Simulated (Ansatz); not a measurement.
**Rh wire along [100], 45 atoms a period: bands along the axis**

What gap, if any, does the Rh wire along [100], 45 atoms a period have, and how many channels would it open?

Calculated with Ansatz 0.2.0; DFT PBE, plane waves, PAW; relaxation of a wire's period; PAW set soft_1, in the first sound run; inputs show where later runs differ.

### Step 1. Set-up

The cell holds 45 atoms: 45 Rh. Cell: a = 18.290 Å, b = 18.290 Å, c = 3.830 Å, α = 90.0°, β = 90.0°, γ = 90.0°. Vacuum lies along a and b. The structure's axis is c.

### Step 2. The relaxed wire

Band widths follow the bond lengths, so the wire is relaxed first. The atoms and the third cell vector are free; the box across stays fixed as vacuum. A Fermi-Dirac smearing is set since the result may be a metal. The pressure printed is a third of the stress's trace over the whole box, vacuum included; only the stress along the axis is relaxed.

input.yaml reads:

```yaml
crystal:
  lattice:
    - [18.29, 0.0, 0.0]
    - [0.0, 18.29, 0.0]
    - [0.0, 0.0, 3.83]
  atoms:
    - { symbol: Rh, position: [0.185893931, 0.395297977, 0.0] }
    - { symbol: Rh, position: [0.185893931, 0.604702023, 0.0] }
    - { symbol: Rh, position: [0.290595954, 0.290595954, 0.0] }
    - { symbol: Rh, position: [0.290595954, 0.5, 0.0] }
    - { symbol: Rh, position: [0.290595954, 0.709404046, 0.0] }
    - { symbol: Rh, position: [0.395297977, 0.185893931, 0.0] }
    - { symbol: Rh, position: [0.395297977, 0.395297977, 0.0] }
    - { symbol: Rh, position: [0.395297977, 0.604702023, 0.0] }
    - { symbol: Rh, position: [0.395297977, 0.814106069, 0.0] }
    - { symbol: Rh, position: [0.5, 0.290595954, 0.0] }
    - { symbol: Rh, position: [0.5, 0.5, 0.0] }
    - { symbol: Rh, position: [0.5, 0.709404046, 0.0] }
    - { symbol: Rh, position: [0.604702023, 0.185893931, 0.0] }
    - { symbol: Rh, position: [0.604702023, 0.395297977, 0.0] }
    - { symbol: Rh, position: [0.604702023, 0.604702023, 0.0] }
    - { symbol: Rh, position: [0.604702023, 0.814106069, 0.0] }
    - { symbol: Rh, position: [0.709404046, 0.290595954, 0.0] }
    - { symbol: Rh, position: [0.709404046, 0.5, 0.0] }
    - { symbol: Rh, position: [0.709404046, 0.709404046, 0.0] }
    - { symbol: Rh, position: [0.814106069, 0.395297977, 0.0] }
    - { symbol: Rh, position: [0.814106069, 0.604702023, 0.0] }
    - { symbol: Rh, position: [0.185893931, 0.290595954, 0.5] }
    - { symbol: Rh, position: [0.185893931, 0.5, 0.5] }
    - { symbol: Rh, position: [0.185893931, 0.709404046, 0.5] }
    - { symbol: Rh, position: [0.290595954, 0.185893931, 0.5] }
    - { symbol: Rh, position: [0.290595954, 0.395297977, 0.5] }
    - { symbol: Rh, position: [0.290595954, 0.604702023, 0.5] }
    - { symbol: Rh, position: [0.290595954, 0.814106069, 0.5] }
    - { symbol: Rh, position: [0.395297977, 0.290595954, 0.5] }
    - { symbol: Rh, position: [0.395297977, 0.5, 0.5] }
    - { symbol: Rh, position: [0.395297977, 0.709404046, 0.5] }
    - { symbol: Rh, position: [0.5, 0.185893931, 0.5] }
    - { symbol: Rh, position: [0.5, 0.395297977, 0.5] }
    - { symbol: Rh, position: [0.5, 0.604702023, 0.5] }
    - { symbol: Rh, position: [0.5, 0.814106069, 0.5] }
    - { symbol: Rh, position: [0.604702023, 0.290595954, 0.5] }
    - { symbol: Rh, position: [0.604702023, 0.5, 0.5] }
    - { symbol: Rh, position: [0.604702023, 0.709404046, 0.5] }
    - { symbol: Rh, position: [0.709404046, 0.185893931, 0.5] }
    - { symbol: Rh, position: [0.709404046, 0.395297977, 0.5] }
    - { symbol: Rh, position: [0.709404046, 0.604702023, 0.5] }
    - { symbol: Rh, position: [0.709404046, 0.814106069, 0.5] }
    - { symbol: Rh, position: [0.814106069, 0.290595954, 0.5] }
    - { symbol: Rh, position: [0.814106069, 0.5, 0.5] }
    - { symbol: Rh, position: [0.814106069, 0.709404046, 0.5] }
kpoints:
  mp_grid: { grid: [1, 1, 21] }
scf:
  occupations: { method: fermi_dirac, width: 0.05 }
hamiltonian:
  xc: pbe
  pseudopotentials: { kind: paw, azcp: { folder: soft_1 } }
relax:
  cell: { fix: [a, b, alpha, beta, gamma] }
  max_steps: 45
  f_tol: 0.03
```

Command:

```bash
ansatz run input.yaml --threads 16 --pin off --max-ram 61440MiB --backend cuda --events-out ev --progress --plain --runs-dir out --max-vram 78GiB
```

Numbers of over 12 decimals in the logs are rounded to 6 here.

The log of the run:

```text
Engine: ansatz 0.2.0, aarch64-unknown-linux-gnu
Pseudopotentials: kind: paw
Pseudopotential: Rh, paw, valence charge 17, recommended cutoff 420 eV (normal), soft_1/Rh.paw.azcp
Functional definition: PBE
  parameter kappa = 0.804
  parameter beta = 0.066725
  exchange = pbe_x(kappa = kappa, mu = beta*pi^2/3)
  correlation = pbe_c(beta = beta)
[...]
Crystal: 45 atoms, lattice volume = 1281.227 Å³
Basis set: ecut = 420 eV, 25089 PW (Γ), exchange–correlation on 250×250×54 points (8 copies of the dense FFT grid, shifted against one another)
Bands: 459, of which v1, the nominal top of the filled ones, is band 383 counted from 1 (382 counted from 0)
Symmetry: 16 space group operations
Space group: P4/mmm (ITA 123), of the structure as read, at distance tolerance 1.1e-4 Å
k-points: 11 of 21
Non-local potential: Rh, projectors of the file, l = 0: 3, l = 1: 2, l = 2: 2, l = 3: 1
PAW form: soft (Blöchl's): semilocal exchange-correlation on the pseudo side does not see the compensation charge
PAW one-centre angular grid: Rh, 590 points (default); XC on 64 Gauss nodes
Initial density: superposition of atomic densities (neutral atoms: chi_scale 0, normalization atom)
Initial wavefunctions: pseudopotential atomic-orbital guess
[...]
Functional: x = pbe(κ = 0.804, μ = 0.219515), c = pbe(β = 0.066725)
SCF iter   1: F=—  HF=-288123.610452 eV  |F-HF|=—  |Δ(HF+E_count)|=         —  Δρ=6.72e-2  dr2=8.99e1  ethr=3.10e-3  ⟨swp⟩=6.4  Hψ=17237  notcnv=0  defer=225
preconditioner: auto → LDOS  [metal: Δε(μ)=0.008 eV  Ē_g=5.089 eV  σ=0.050 eV  W_gap=0.04  n_scr=370 (ndim 8)  ℏωp=20.9 eV  f_vac=0.415  D(μ)=78.27/eV (n_scr^D=752)  β→1.0]
SCF iter   2: F=—  HF=-288136.993062 eV  |F-HF|=—  |Δ(HF+E_count)|=    1.34e1  Δρ=8.83e-2  dr2=1.16e2  ethr=3.10e-3  ⟨swp⟩=3.1  Hψ=13196  notcnv=0  defer=346
[...]
SCF iter  12: F=-288103.261190 eV  HF=-288103.261190 eV  |F-HF|=3.10e-8  |Δ(HF+E_count)|=   2.28e-8  Δρ=1.30e-6  dr2=4.29e-8  ethr=1.31e-11  ⟨swp⟩=3.0  Hψ=12208  notcnv=0
SCF 1 converged in 12 iterations: F = -288103.261190 eV  dr2 = 4.29e-8
  greatest PAW one-centre occupation: 1.000 electrons in one spin orbital (limit 2), on the Rh atom at site 14 (counted from 0), in its partial waves of l = 0
relax step   1: F+E_penalty+E_count = -288103.26118960 eV  Δ(F+E_penalty+E_count) = +0.000e0 eV  max|allowed force component| = 1.013e0 eV/Å  Δτ_max = 0.0000 Å  P = -4.477 GPa  Ω = 1281.227 Å³  fix = [a, b, alpha, beta, gamma]  reactions: a -4.173, b -4.173 GPa  (12 SCF iters, dr2 threshold 1.00e-7 eV, accepted)
[...]
Crystal: 45 atoms, lattice volume = 1237.735 Å³
Basis set: ecut = 420 eV, 24161 PW (Γ), exchange–correlation on 250×250×54 points (8 copies of the dense FFT grid, shifted against one another)
[...]
SCF iter   1: F=—  HF=-288104.598586 eV  |F-HF|=—  |Δ(HF+E_count)|=         —  Δρ=2.61e-2  dr2=4.14e1  ethr=3.10e-3  ⟨swp⟩=6.0  Hψ=16637  notcnv=0  defer=266
preconditioner: auto → LDOS  [metal: Δε(μ)=0.010 eV  Ē_g=5.296 eV  σ=0.050 eV  W_gap=0.05  n_scr=370 (ndim 8)  ℏωp=21.2 eV  f_vac=0.438  D(μ)=72.79/eV (n_scr^D=718)  β→1.0]
SCF iter   2: F=—  HF=-288103.937768 eV  |F-HF|=—  |Δ(HF+E_count)|=   6.61e-1  Δρ=9.91e-3  dr2=1.24e0  ethr=3.10e-3  ⟨swp⟩=2.0  Hψ=7114  notcnv=0  defer=350
[...]
SCF iter   9: F=-288103.724619 eV  HF=-288103.724619 eV  |F-HF|=3.83e-7  |Δ(HF+E_count)|=   4.08e-7  Δρ=5.91e-6  dr2=6.41e-7  ethr=5.88e-10  ⟨swp⟩=4.0  Hψ=13741  notcnv=0
SCF 2 converged in 9 iterations: F = -288103.724619 eV  dr2 = 6.41e-7
  greatest PAW one-centre occupation: 1.000 electrons in one spin orbital (limit 2), on the Rh atom at site 40 (counted from 0), in its partial waves of l = 0
relax step   2: F+E_penalty+E_count = -288103.72461886 eV  Δ(F+E_penalty+E_count) = -4.634e-1 eV  max|allowed force component| = 9.916e-1 eV/Å  Δτ_max = 0.1948 Å  P = +4.524 GPa  Ω = 1237.735 Å³  energy of the carried Pulay correction = +1.369e-2 eV  fix = [a, b, alpha, beta, gamma]  reactions: a +4.124, b +4.124 GPa  (9 SCF iters, dr2 threshold 4.50e-6 eV, accepted)
[...]
Crystal: 45 atoms, lattice volume = 1261.313 Å³
[...]
iter 1 solved again at ethr=1.21e-3 eV; its pass at ethr=3.10e-3 eV (dr2=9.26e0 eV) is discarded
[...]
SCF 3 converged in 8 iterations: F = -288104.511450 eV  dr2 = 1.13e-6
[...]
SCF 4 converged in 6 iterations: F = -288104.532768 eV  dr2 = 1.48e-6
[...]
SCF 5 converged in 7 iterations: F = -288104.534588 eV  dr2 = 3.71e-8
[...]
SCF 6 converged in 6 iterations: F = -288104.526434 eV  dr2 = 2.82e-10
[...]
SCF converged after 6 iterations
[...]
--- Relaxed structure (5 steps of the walk, 5 accepted, 1 SCFs on fresh bases) ---
  F+E_penalty+E_count = -288104.52643414 eV   max|allowed force component| = 4.483e-3 eV/Å   (the final SCF, on the basis selected at the relaxed cell)
  cell:  # Å, volume = 1259.1444 Å³
    - [18.29, 0, 0]
    - [0, 18.29, 0]
    - [0, 0, 3.763987]
  atoms:
    - { symbol: Rh, position: [0.189397, 0.395929, 0] }
    - { symbol: Rh, position: [0.189397, 0.604071, 0] }
    - { symbol: Rh, position: [0.288845, 0.288845, 0] }
    - { symbol: Rh, position: [0.291373, 0.5, 0] }
    - { symbol: Rh, position: [0.288845, 0.711155, 0] }
    - { symbol: Rh, position: [0.395929, 0.189397, 0] }
    - { symbol: Rh, position: [0.395951, 0.395951, 0] }
    - { symbol: Rh, position: [0.395951, 0.604049, 0] }
    - { symbol: Rh, position: [0.395929, 0.810603, 0] }
    - { symbol: Rh, position: [0.5, 0.291373, 0] }
    - { symbol: Rh, position: [0.5, 0.5, 0] }
    - { symbol: Rh, position: [0.5, 0.708627, 0] }
    - { symbol: Rh, position: [0.604071, 0.189397, 0] }
    - { symbol: Rh, position: [0.604049, 0.395951, 0] }
    - { symbol: Rh, position: [0.604049, 0.604049, 0] }
    - { symbol: Rh, position: [0.604071, 0.810603, 0] }
    - { symbol: Rh, position: [0.711155, 0.288845, 0] }
    - { symbol: Rh, position: [0.708627, 0.5, 0] }
    - { symbol: Rh, position: [0.711155, 0.711155, 0] }
    - { symbol: Rh, position: [0.810603, 0.395929, 0] }
    - { symbol: Rh, position: [0.810603, 0.604071, 0] }
    - { symbol: Rh, position: [0.190718, 0.294687, 0.5] }
    - { symbol: Rh, position: [0.189904, 0.5, 0.5] }
    - { symbol: Rh, position: [0.190718, 0.705313, 0.5] }
    - { symbol: Rh, position: [0.294687, 0.190718, 0.5] }
    - { symbol: Rh, position: [0.291078, 0.395220, 0.5] }
    - { symbol: Rh, position: [0.291078, 0.604780, 0.5] }
    - { symbol: Rh, position: [0.294687, 0.809282, 0.5] }
    - { symbol: Rh, position: [0.395220, 0.291078, 0.5] }
    - { symbol: Rh, position: [0.394419, 0.5, 0.5] }
    - { symbol: Rh, position: [0.395220, 0.708922, 0.5] }
    - { symbol: Rh, position: [0.5, 0.189904, 0.5] }
    - { symbol: Rh, position: [0.5, 0.394419, 0.5] }
    - { symbol: Rh, position: [0.5, 0.605581, 0.5] }
    - { symbol: Rh, position: [0.5, 0.810096, 0.5] }
    - { symbol: Rh, position: [0.604780, 0.291078, 0.5] }
    - { symbol: Rh, position: [0.605581, 0.5, 0.5] }
    - { symbol: Rh, position: [0.604780, 0.708922, 0.5] }
    - { symbol: Rh, position: [0.705313, 0.190718, 0.5] }
    - { symbol: Rh, position: [0.708922, 0.395220, 0.5] }
    - { symbol: Rh, position: [0.708922, 0.604780, 0.5] }
    - { symbol: Rh, position: [0.705313, 0.809282, 0.5] }
    - { symbol: Rh, position: [0.809282, 0.294687, 0.5] }
    - { symbol: Rh, position: [0.810096, 0.5, 0.5] }
    - { symbol: Rh, position: [0.809282, 0.705313, 0.5] }
```

Wall time 11 s (1 × NVIDIA GB200 with 16 threads of Arm Neoverse V2, shared host); peak memory 1.6 GiB; 67 s of CPU time.

The steps of the relaxation:

| step | energy less that of the first step (eV) | largest force component (eV/Å) | pressure (GPa) | volume (Å³) |
| --- | --- | --- | --- | --- |
| 1 | 0.0000 | 1.0131 | -4.48 | 1281.23 |
| 2 | -0.4634 | 0.9916 | 4.52 | 1237.74 |
| 3 | -1.2503 | 0.1632 | -0.50 | 1261.31 |
| 4 | -1.2716 | 0.0492 | -0.08 | 1259.18 |
| 5 | -1.2734 | 0.0049 | -0.01 | 1259.14 |
| 6 | -1.2652 | 0.0045 | -0.01 | 1259.14 |

The log counts 1 steps on a newly chosen plane-wave basis, not all of them marked here; energy and pressure can jump at such steps.

The run keeps the 16 symmetry operations that it works with, so distortions that break them were not tested.

| cell as run | before | after | change |
| --- | --- | --- | --- |
| c (Å) | 3.830 | 3.764 | -1.7 % |

The atoms that moved most (Å, along periodic axes as changes of fractional coordinates times the final cell, across vacuum about the mean position):

| atom | dx | dy | dz | length |
| --- | --- | --- | --- | --- |
| Rh24 | 0.088 | -0.075 | 0.000 | 0.116 |
| Rh39 | -0.075 | 0.088 | 0.000 | 0.116 |
| Rh42 | -0.075 | -0.088 | 0.000 | 0.116 |
| Rh45 | -0.088 | -0.075 | 0.000 | 0.116 |
| Rh22 | 0.088 | 0.075 | 0.000 | 0.116 |
| Rh43 | -0.088 | 0.075 | 0.000 | 0.116 |
| Rh25 | 0.075 | 0.088 | 0.000 | 0.116 |
| Rh28 | 0.075 | -0.088 | 0.000 | 0.116 |

This step gave:

| Property | Result |
| --- | --- |
| energy at zero smearing | -288104.2048 eV |
| cell length along the wire | 3.764 Å |

The cell's length comes to 3.764 Å with spin left out.

### Step 3. The perfect wire

This step: DFT PBE, plane waves, PAW; bands of a perfect wire; PAW set soft_1 (Ansatz 0.2.0).

At the relaxed period the bands are computed along the axis; those that cross an energy going forward count the channels that a perfect wire would open there.

input.yaml reads:

```yaml
crystal:
  lattice:
    - [18.29, 0.0, 0.0]
    - [0.0, 18.29, 0.0]
    - [0.0, 0.0, 3.7639871496]
  atoms:
    - { symbol: Rh, position: [0.189396797, 0.395929188, 0.0] }
    - { symbol: Rh, position: [0.189396797, 0.604070812, 0.0] }
    - { symbol: Rh, position: [0.288844966, 0.288844966, 0.0] }
    - { symbol: Rh, position: [0.291372597, 0.5, 0.0] }
    - { symbol: Rh, position: [0.288844966, 0.711155034, 0.0] }
    - { symbol: Rh, position: [0.395929188, 0.189396797, 0.0] }
    - { symbol: Rh, position: [0.395950741, 0.395950741, 0.0] }
    - { symbol: Rh, position: [0.395950741, 0.604049259, 0.0] }
    - { symbol: Rh, position: [0.395929188, 0.810603203, 0.0] }
    - { symbol: Rh, position: [0.5, 0.291372597, 0.0] }
    - { symbol: Rh, position: [0.5, 0.5, 0.0] }
    - { symbol: Rh, position: [0.5, 0.708627403, 0.0] }
    - { symbol: Rh, position: [0.604070812, 0.189396797, 0.0] }
    - { symbol: Rh, position: [0.604049259, 0.395950741, 0.0] }
    - { symbol: Rh, position: [0.604049259, 0.604049259, 0.0] }
    - { symbol: Rh, position: [0.604070812, 0.810603203, 0.0] }
    - { symbol: Rh, position: [0.711155034, 0.288844966, 0.0] }
    - { symbol: Rh, position: [0.708627403, 0.5, 0.0] }
    - { symbol: Rh, position: [0.711155034, 0.711155034, 0.0] }
    - { symbol: Rh, position: [0.810603203, 0.395929188, 0.0] }
    - { symbol: Rh, position: [0.810603203, 0.604070812, 0.0] }
    - { symbol: Rh, position: [0.190718132, 0.294687309, 0.5] }
    - { symbol: Rh, position: [0.189903688, 0.5, 0.5] }
    - { symbol: Rh, position: [0.190718132, 0.705312691, 0.5] }
    - { symbol: Rh, position: [0.294687309, 0.190718132, 0.5] }
    - { symbol: Rh, position: [0.291077602, 0.395219987, 0.5] }
    - { symbol: Rh, position: [0.291077602, 0.604780013, 0.5] }
    - { symbol: Rh, position: [0.294687309, 0.809281868, 0.5] }
    - { symbol: Rh, position: [0.395219987, 0.291077602, 0.5] }
    - { symbol: Rh, position: [0.394418692, 0.5, 0.5] }
    - { symbol: Rh, position: [0.395219987, 0.708922398, 0.5] }
    - { symbol: Rh, position: [0.5, 0.189903688, 0.5] }
    - { symbol: Rh, position: [0.5, 0.394418692, 0.5] }
    - { symbol: Rh, position: [0.5, 0.605581308, 0.5] }
    - { symbol: Rh, position: [0.5, 0.810096312, 0.5] }
    - { symbol: Rh, position: [0.604780013, 0.291077602, 0.5] }
    - { symbol: Rh, position: [0.605581308, 0.5, 0.5] }
    - { symbol: Rh, position: [0.604780013, 0.708922398, 0.5] }
    - { symbol: Rh, position: [0.705312691, 0.190718132, 0.5] }
    - { symbol: Rh, position: [0.708922398, 0.395219987, 0.5] }
    - { symbol: Rh, position: [0.708922398, 0.604780013, 0.5] }
    - { symbol: Rh, position: [0.705312691, 0.809281868, 0.5] }
    - { symbol: Rh, position: [0.809281868, 0.294687309, 0.5] }
    - { symbol: Rh, position: [0.810096312, 0.5, 0.5] }
    - { symbol: Rh, position: [0.809281868, 0.705312691, 0.5] }
kpoints:
  mp_grid: { grid: [1, 1, 22] }
  band_path: { path: ["Γ", Z], npoints: 90 }
scf:
  occupations: { method: fermi_dirac, width: 0.05 }
hamiltonian:
  xc: pbe
  pseudopotentials: { kind: paw, azcp: { folder: soft_1 } }
output:
  dos: { e_range: [-5, 4] }
  write_potential: true
  write_density: true
  volumetric_format: npy
```

The log of the run:

```text
[...]
Crystal: 45 atoms, lattice volume = 1259.144 Å³
Basis set: ecut = 420 eV, 24601 PW (Γ)
Bands: 459, of which v1, the nominal top of the filled ones, is band 383 counted from 1 (382 counted from 0)
Symmetry: 16 space group operations
[...]
k-points: 12 of 22
[...]
SCF iter   1: F=—  HF=-288124.920727 eV  |F-HF|=—  |Δ(HF+E_count)|=         —  Δρ=6.82e-2  dr2=9.36e1  ethr=3.10e-3  ⟨swp⟩=7.0  Hψ=19667  notcnv=0  defer=254
[...]
SCF iter   6: F=—  HF=-288104.537225 eV  |F-HF|=—  |Δ(HF+E_count)|=   3.52e-3  Δρ=4.21e-4  dr2=4.19e-3  ethr=4.55e-6  ⟨swp⟩=2.8  Hψ=9857  notcnv=0  defer=391
[...]
SCF iter  10: F=—  HF=-288104.529320 eV  |F-HF|=—  |Δ(HF+E_count)|=   1.66e-6  Δρ=7.07e-6  dr2=1.51e-6  ethr=2.23e-9  ⟨swp⟩=2.0  Hψ=7583  notcnv=0  defer=391
[...]
SCF iter  12: F=-288104.529320 eV  HF=-288104.529320 eV  |F-HF|=2.03e-8  |Δ(HF+E_count)|=   2.65e-8  Δρ=1.23e-6  dr2=3.03e-8  ethr=1.31e-11  ⟨swp⟩=11.2  Hψ=15636  notcnv=0
SCF 1 converged in 12 iterations: F = -288104.529320 eV  dr2 = 3.03e-8
[...]
NSCF: frozen V_eff on 91 k-points
[...]
SCF converged after 12 iterations
[...]
```

Run time: 14 s. Hardware: 1 × NVIDIA GB200 with 16 threads; peak memory 3.6 GiB.

This step gave:

- energy at zero smearing: -288104.2087 eV
- band gap: 0 eV

The electronic bands at the labelled points (eV, zero at the Fermi level; # counts the bands kept):

| point | #39 | #40 | #41 | #42 | #43 | #44 | #45 | #46 |
| --- | --- | --- | --- | --- | --- | --- | --- | --- |
| Γ | -0.11 | -0.11 | 0.01 | 0.01 | 0.06 | 0.18 | 0.18 | 0.19 |
| halfway | -0.19 | -0.15 | -0.12 | -0.05 | -0.04 | -0.02 | -0.02 | 0.02 |
| Z | -0.05 | -0.04 | -0.03 | 0.01 | 0.02 | 0.02 | 0.03 | 0.04 |

Between Γ and Z the bands cross the Fermi level 29 times, so a perfect wire would conduct at least 29 G₀, with spin left out.

### Step 4. What came out

```json
{"cell length, PBE": "3.764 Å", "ballistic conductance by band crossings, a lower bound, PBE": "29 G₀"}
```

What this shows: Under PBE the cell's length is 3.76 Å, and the bands cross the Fermi level 29 times between Γ and Z, which gives a perfect wire at least 29 G₀ (opposite crossings within one step of the path cancel in such a count). No spin was allowed, though thin wires with open d shells can turn magnetic.

[Logs are printed without paths, hosts, clocks, repeated set-up lines and the standing remarks that a program may print on its own settings, such as how far it seeks lower states.]

[Hosts, paths, dates, database ids (printed as entryN), source tags and the programs' standing remarks are cut or masked in the printed files.]
